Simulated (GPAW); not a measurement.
# free-standing triangular Ir monolayer, spacing 3.069 A: a ladder in the plane-wave cutoff, part 2 of 2

Two starts of free-standing triangular Ir monolayer, spacing 3.069 A are run at each rung of the plane-wave cutoff. Which rung is enough?

GPAW 26.7.0; PBE; plane waves with GPAW's PAW setups, scalar-relativistic.

So far, largest spin moment in the augmentation sphere (μB): step 2 (rung 1 (250 eV), start ferro +) 1.42; step 5 (rung 2 (325 eV), start antiferro q=(0,1/2,0) +-) 0.994; step 6 (rung 3 (400 eV), start ferro +) 1.43; step 7 (rung 3 (400 eV), start antiferro q=(0,1/2,0) +-) 0.998; step 8 (rung 4 (500 eV), start ferro +) 1.43.

### 9. Rung 4 (500 eV), start antiferro q=(0,1/2,0) +-

File order2.py:

```python
import json
import numpy as np
from ase import Atoms
from ase.parallel import paropen, parprint
from gpaw import GPAW

atoms = Atoms(['Ir', 'Ir'],
    cell=[[3.069, 0.0, 0.0],
         [-3.069, 5.315664, 0.0],
         [0.0, 0.0, 14.0]],
    scaled_positions=[[0.0, 0.0, 0.5],
         [0.0, 0.5, 0.5]],
    pbc=True,
    magmoms=[1.0, -1.0])
atoms.calc = GPAW(mode={'name': 'pw', 'ecut': 500},
    xc='PBE',
    kpts={'size': (10, 5, 1), 'gamma': True},
    occupations={'name': 'fermi-dirac', 'width': 0.05},
    convergence={'density': 1e-05, 'energy': 1e-05},
    maxiter=200,
    symmetry={'tolerance': 1e-4},
    txt='order2.txt')
e = atoms.get_potential_energy(force_consistent=True)
res = {'free_energy': e, 'energy_sigma0': atoms.get_potential_energy(), 'fermi_energy': atoms.calc.get_fermi_level()}
res['moments'] = atoms.get_magnetic_moments().tolist()
res['total'] = atoms.get_magnetic_moment()
parprint('site moments (muB):', np.round(res['moments'], 3))
parprint(f"total moment: {res['total']:.3f} muB")
parprint(f'free energy: {e:.6f} eV')
atoms.calc.write('order2.gpw')
with paropen('results.json', 'w') as f:
    json.dump(res, f)
```

Command:

```bash
> OMP_NUM_THREADS=1 python3 order2.py > order2.log
```

The program printed:

```text
site moments (muB): [ 0.998 -0.998]
total moment: -0.000 muB
free energy: -11.612077 eV

--- order2.txt ---
Input parameters:
  mode=PW(ecut=500),
  convergence={'density': 1e-05, 'energy': 1e-05},
  kpts=MonkhorstPack(size=(10, 5, 1), gamma=True),
  maxiter=200,
  occupations=Occupations(name='fermi-dirac', width=0.05),
  symmetry=Symmetry(tolerance=0.0001),
  xc=XC(name='PBE')

Diagonalizing LCAO Hamiltonian
[...]
|          8 |        -5.260 |     1.000 |        -5.260 |     1.000 |
|          9 |        -4.798 |     1.000 |        -4.798 |     1.000 |
[...]
|         18 |        -0.950 |     0.000 |        -0.950 |     0.000 |
|         19 |         1.216 |     0.000 |         1.216 |     0.000 |
|         20 |         2.148 |     0.000 |         2.148 |     0.000 |
|         21 |         3.190 |     0.000 |         3.190 |     0.000 |

No gap
No difference between direct/indirect transitions


[key lines of the parts left out:]
Free energy:     -11.612077
Converged in 16 steps
dipole moment: (-11.006146, -19.063201, 0.000008)  # |e|*Ang
Fermi level: -3.334
```

Wall time 53 s (1 MPI rank of AMD EPYC 9R45, shared host); peak memory 0.36 GiB.

This step gave:

* magnetization: 0 μB
* final state: antiferromagnetic
* largest moment: 0.9979 μB

This start lies +140.4 meV a seeded atom from the first, a change of +0.0 meV since rung 3; its largest moment is 0.998 μB.

### 10. Rung 5 (650 eV), start ferro +

File order1.py:

```python
import json
import numpy as np
from ase import Atoms
from ase.parallel import paropen, parprint
from gpaw import GPAW

atoms = Atoms(['Ir'],
    cell=[[3.069, 0.0, 0.0],
         [-1.5345, 2.657832, 0.0],
         [0.0, 0.0, 14.0]],
    scaled_positions=[[0.0, 0.0, 0.5]],
    pbc=True,
    magmoms=[1.0])
atoms.calc = GPAW(mode={'name': 'pw', 'ecut': 650},
    xc='PBE',
    kpts={'size': (10, 10, 1), 'gamma': True},
    occupations={'name': 'fermi-dirac', 'width': 0.05},
    convergence={'density': 1e-05, 'energy': 1e-05},
    maxiter=200,
    symmetry={'tolerance': 1e-4},
    txt='order1.txt')
e = atoms.get_potential_energy(force_consistent=True)
res = {'free_energy': e, 'energy_sigma0': atoms.get_potential_energy(), 'fermi_energy': atoms.calc.get_fermi_level()}
res['moments'] = atoms.get_magnetic_moments().tolist()
res['total'] = atoms.get_magnetic_moment()
parprint('site moments (muB):', np.round(res['moments'], 3))
parprint(f"total moment: {res['total']:.3f} muB")
parprint(f'free energy: {e:.6f} eV')
atoms.calc.write('order1.gpw')
with paropen('results.json', 'w') as f:
    json.dump(res, f)
```

Command:

```bash
> OMP_NUM_THREADS=1 python3 order1.py > order1.log
```

The program printed:

```text
site moments (muB): [1.429]
total moment: 1.561 muB
free energy: -5.954567 eV

--- order1.txt ---
Input parameters:
  mode=PW(ecut=650),
  convergence={'density': 1e-05, 'energy': 1e-05},
  kpts=MonkhorstPack(size=(10, 10, 1), gamma=True),
  maxiter=200,
  occupations=Occupations(name='fermi-dirac', width=0.05),
  symmetry=Symmetry(tolerance=0.0001),
  xc=XC(name='PBE')

Diagonalizing LCAO Hamiltonian
[...]
|          3 |        -8.508 |     1.000 |        -8.215 |     1.000 |
|          4 |        -5.149 |     1.000 |        -4.402 |     1.000 |
[...]
|          8 |        -3.800 |     1.000 |        -2.587 |     0.000 |
|          9 |        -1.405 |     0.000 |        -1.113 |     0.000 |
|         10 |         2.146 |     0.000 |         2.159 |     0.000 |
|         11 |         3.205 |     0.000 |         3.188 |     0.000 |

No gap
No difference between direct/indirect transitions


[key lines of the parts left out:]
Free energy:      -5.954567
Converged in 11 steps
dipole moment: (-5.506305, -9.537201, 0.000004)  # |e|*Ang
Fermi level: -3.278
```

Run time: 11 s. Hardware: 1 MPI rank; peak memory 0.24 GiB.

Read from the output:

| Quantity | Value |
| --- | --- |
| magnetization | 1.561 μB |
| final state | ferromagnetic |
| largest moment | 1.429 μB |

The largest moment is that of rung 4, at 1.4 times its CPU time.

### 11. Rung 5 (650 eV), start antiferro q=(0,1/2,0) +-

order2.py is the script of step 9 with these lines changed:

```diff
@@ -14,3 +14,3 @@
     magmoms=[1.0, -1.0])
-atoms.calc = GPAW(mode={'name': 'pw', 'ecut': 500},
+atoms.calc = GPAW(mode={'name': 'pw', 'ecut': 650},
     xc='PBE',
```

Command:

```bash
> OMP_NUM_THREADS=1 python3 order2.py > order2.log
```

The program printed:

```text
site moments (muB): [ 0.998 -0.998]
total moment: -0.000 muB
free energy: -11.628301 eV

--- order2.txt ---
Input parameters:
  mode=PW(ecut=650),
  convergence={'density': 1e-05, 'energy': 1e-05},
  kpts=MonkhorstPack(size=(10, 5, 1), gamma=True),
  maxiter=200,
  occupations=Occupations(name='fermi-dirac', width=0.05),
  symmetry=Symmetry(tolerance=0.0001),
  xc=XC(name='PBE')

Diagonalizing LCAO Hamiltonian
[...]
|          8 |        -5.259 |     1.000 |        -5.259 |     1.000 |
|          9 |        -4.798 |     1.000 |        -4.798 |     1.000 |
[...]
|         18 |        -0.951 |     0.000 |        -0.951 |     0.000 |
|         19 |         1.216 |     0.000 |         1.216 |     0.000 |
|         20 |         2.149 |     0.000 |         2.149 |     0.000 |
|         21 |         3.189 |     0.000 |         3.189 |     0.000 |

No gap
No difference between direct/indirect transitions


[key lines of the parts left out:]
Free energy:     -11.628301
Converged in 16 steps
dipole moment: (-11.007210, -19.065041, 0.000008)  # |e|*Ang
Fermi level: -3.334
```

The job ended after 89 s (1 MPI rank; peak memory 0.5 GiB).

This step gave:

- magnetization: 0 μB
- final state: antiferromagnetic
- largest moment: 0.9982 μB

This start lies +140.4 meV a seeded atom from the first, a change of +0.0 meV since rung 4; its largest moment is 0.998 μB.

### 12. Rung 6 (800 eV), start ferro +

order1.py is the script of step 10 with these lines changed:

```diff
@@ -13,3 +13,3 @@
     magmoms=[1.0])
-atoms.calc = GPAW(mode={'name': 'pw', 'ecut': 650},
+atoms.calc = GPAW(mode={'name': 'pw', 'ecut': 800},
     xc='PBE',
```

Command:

```bash
> OMP_NUM_THREADS=1 python3 order1.py > order1.log
```

The program printed:

```text
site moments (muB): [1.429]
total moment: 1.561 muB
free energy: -5.954907 eV

--- order1.txt ---
Input parameters:
  mode=PW(ecut=800),
  convergence={'density': 1e-05, 'energy': 1e-05},
  kpts=MonkhorstPack(size=(10, 10, 1), gamma=True),
  maxiter=200,
  occupations=Occupations(name='fermi-dirac', width=0.05),
  symmetry=Symmetry(tolerance=0.0001),
  xc=XC(name='PBE')

Diagonalizing LCAO Hamiltonian
[...]
|          3 |        -8.508 |     1.000 |        -8.215 |     1.000 |
|          4 |        -5.149 |     1.000 |        -4.402 |     1.000 |
[...]
|          8 |        -3.800 |     1.000 |        -2.587 |     0.000 |
|          9 |        -1.405 |     0.000 |        -1.113 |     0.000 |
|         10 |         2.147 |     0.000 |         2.159 |     0.000 |
|         11 |         3.203 |     0.000 |         3.187 |     0.000 |

No gap
No difference between direct/indirect transitions


[key lines of the parts left out:]
Free energy:      -5.954907
Converged in 12 steps
dipole moment: (-5.506335, -9.537253, 0.000004)  # |e|*Ang
Fermi level: -3.278
```

Run time: 18 s. Hardware: 1 MPI rank; peak memory 0.28 GiB.

Numbers from this step:

| Quantity | Value |
| --- | --- |
| magnetization | 1.561 μB |
| final state | ferromagnetic |
| largest moment | 1.429 μB |

The largest moment is that of rung 5, at 1.6 times its CPU time.

### 13. Rung 6 (800 eV), start antiferro q=(0,1/2,0) +-

order2.py is the script of step 11 with these lines changed:

```diff
@@ -14,3 +14,3 @@
     magmoms=[1.0, -1.0])
-atoms.calc = GPAW(mode={'name': 'pw', 'ecut': 650},
+atoms.calc = GPAW(mode={'name': 'pw', 'ecut': 800},
     xc='PBE',
```

Command:

```bash
> OMP_NUM_THREADS=1 python3 order2.py > order2.log
```

The program printed:

```text
site moments (muB): [ 0.998 -0.998]
total moment: 0.000 muB
free energy: -11.628992 eV

--- order2.txt ---
Input parameters:
  mode=PW(ecut=800),
  convergence={'density': 1e-05, 'energy': 1e-05},
  kpts=MonkhorstPack(size=(10, 5, 1), gamma=True),
  maxiter=200,
  occupations=Occupations(name='fermi-dirac', width=0.05),
  symmetry=Symmetry(tolerance=0.0001),
  xc=XC(name='PBE')

Diagonalizing LCAO Hamiltonian
[...]
|          8 |        -5.259 |     1.000 |        -5.259 |     1.000 |
|          9 |        -4.798 |     1.000 |        -4.798 |     1.000 |
[...]
|         18 |        -0.951 |     0.000 |        -0.951 |     0.000 |
|         19 |         1.216 |     0.000 |         1.216 |     0.000 |
|         20 |         2.150 |     0.000 |         2.150 |     0.000 |
|         21 |         3.188 |     0.000 |         3.188 |     0.000 |

No gap
No difference between direct/indirect transitions


[key lines of the parts left out:]
Free energy:     -11.628992
Converged in 16 steps
dipole moment: (-11.007265, -19.065139, 0.000008)  # |e|*Ang
Fermi level: -3.334
```

Run time: 2.2 min. Hardware: 1 MPI rank; peak memory 0.63 GiB.

This step gave:

```yaml
magnetization: 0 μB
final_state: antiferromagnetic
largest_moment: 0.9983 μB
```

This start lies +140.4 meV a seeded atom from the first, a change of -0.0 meV since rung 5; its largest moment is 0.998 μB.

### 14. Another try

A slip in the input shows what the program catches and what it lets pass.

File run.py:

```python
import json
import numpy as np
from ase import Atoms
from ase.parallel import paropen, parprint
from gpaw import GPAW

atoms = Atoms(['Ir'],
    cell=[[3.069, 0.0, 0.0],
         [-1.5345, 2.657832, 0.0],
         [0.0, 0.0, 14.0]],
    scaled_positions=[[0.0, 0.0, 0.5]],
    pbc=True,
    magmoms=[1.0])
atoms.calc = GPAW(mode={'name': 'pw', 'ecut': 550},
    xc='PBE',
    kpts={'size': (10, 10, 1), 'gamma': True},
    occupations={'name': 'fermi-dirac', 'width': 0.05},
    convergence={'density': 1e-05, 'energy': 1e-05},
    maxiter=2,
    symmetry={'tolerance': 1e-4},
    txt='run.txt')
e = atoms.get_potential_energy(force_consistent=True)
res = {'free_energy': e, 'energy_sigma0': atoms.get_potential_energy(), 'fermi_energy': atoms.calc.get_fermi_level()}
res['moments'] = atoms.get_magnetic_moments().tolist()
res['total'] = atoms.get_magnetic_moment()
parprint('site moments (muB):', np.round(res['moments'], 3))
parprint(f"total moment: {res['total']:.3f} muB")
parprint(f'free energy: {e:.6f} eV')
atoms.calc.write('run.gpw')
with paropen('results.json', 'w') as f:
    json.dump(res, f)
```

Command:

```bash
> OMP_NUM_THREADS=1 python3 run.py > run.log
```

The program printed:

```text
gpaw.KohnShamConvergenceError

--- run.txt ---
Input parameters:
  mode=PW(ecut=550),
  convergence={'density': 1e-05, 'energy': 1e-05},
  kpts=MonkhorstPack(size=(10, 10, 1), gamma=True),
  maxiter=2,
  occupations=Occupations(name='fermi-dirac', width=0.05),
  symmetry=Symmetry(tolerance=0.0001),
  xc=XC(name='PBE')

Diagonalizing LCAO Hamiltonian
Converting LCAO to pw mode

       Ir

Atoms  # Å, Bohr magnetons
|   | symbol |        x |        y |        z |    initial magnetic moments |
|---|--------|----------|----------|----------|-----------------------------|
| 0 |     Ir | 0.000000 | 0.000000 | 7.000000 | ( 0.0000,  0.0000,  1.0000) |

Number of symmetries: 24

BZ-sampling:
  Number of BZ points: 100
  Number of IBZ points: 14

  Monkhorst-Pack size: [10, 10, 1]
  Monkhorst-Pack shift: [0.05, 0.05, 0.0]

Plane wave coefficients: 3366
Cutoff: 550.0 eV

Spin-components: 2 (collinear spins)
Bands:           12
Projectors:      6
Spin-degeneracy: 1
Datatype:        complex128

Parallelization:
  kpt:    1
  domain: 1
  band:   1

Density:
  Valence electrons: 15.0
  Components: 2
  Grid points: [18 18 80]
  Charge: 0.0  # |e|

Potential:
  Grid points: [18 18 80]

[... setups left out ...]
Reference energy: -484484.849336  # eV

convergence criteria:
- Maximum integral of absolute [dens]ity change: 1e-05 electrons / valence electron
- Maximum [total energy] change in last 3 cyles: 1e-05 eV / valence electron
- Maximum integral of absolute [eigenst]ate change: 4e-08 eV^2 / valence electron
maximum number of iterations: 2

SCF iterations
|iter     |      energy | eigst |  dens |  magmom |
|---------|-------------|-------|-------|---------|
|iter:   1|       0s |   -5.815031 | -0.30 |       |  +1.0008|
|iter:   2|       1s |   -5.826158 | -1.86 | -1.18 |  +1.0160|
```

The job ended after 4.4 s (1 MPI rank; peak memory 0.21 GiB).

No converged result was reached; the numbers in the log don't describe the system.

The fault put into the input: too few SCF iterations.

The limit on cycles came before convergence; raising it mends this.

### 15. The rungs together

Ladder, by row:

```csv
rung,cutoff (eV),state from the first start,state from the second start,second less first (meV a seeded atom),"moment, first (μB)","moment, second (μB)",CPU time (s)
1,250,ferromagnetic,antiferromagnetic,140.6,1.416,0.9834,30.09
2,325,ferromagnetic,antiferromagnetic,140.1,1.426,0.9943,46.33
3,400,ferromagnetic,antiferromagnetic,140.4,1.429,0.9975,54.46
4,500,ferromagnetic,antiferromagnetic,140.4,1.429,0.9979,60.79
5,650,ferromagnetic,antiferromagnetic,140.4,1.429,0.9982,100.1
6,800,ferromagnetic,antiferromagnetic,140.4,1.429,0.9983,151
```

### 16. Results

```
range of the moment in the table, first start             : 1.42 to 1.43 μB
range of CPU time                                         : 30 s to 2.5 min
range of the energy difference                            : 140 to 141 meV a seeded atom
first rung from which all stay within 7.0 meV of the last : 1
```

From rung 1 on the result stays within 0.27 meV of the last rung, inside the margin of 7.0 meV set for it, at 20 % of the last rung's cost. The first start ends lower on every rung of the table; whether functional and cell give the true order is another question.

[Logs and program files are shortened in this print: banners, set-up blocks, solver, clock and traceback lines can be left out without a mark of their own.]

[Logs are printed without paths, hosts, clocks, repeated set-up lines and the standing remarks that a program may print on its own settings, such as how far it seeks lower states.]

[Hosts, paths, dates, database ids (printed as entryN), source tags and the programs' standing remarks are cut or masked in the printed files.]

[Where a cell is said to come from a database of computed structures, the database is the Materials Project.]
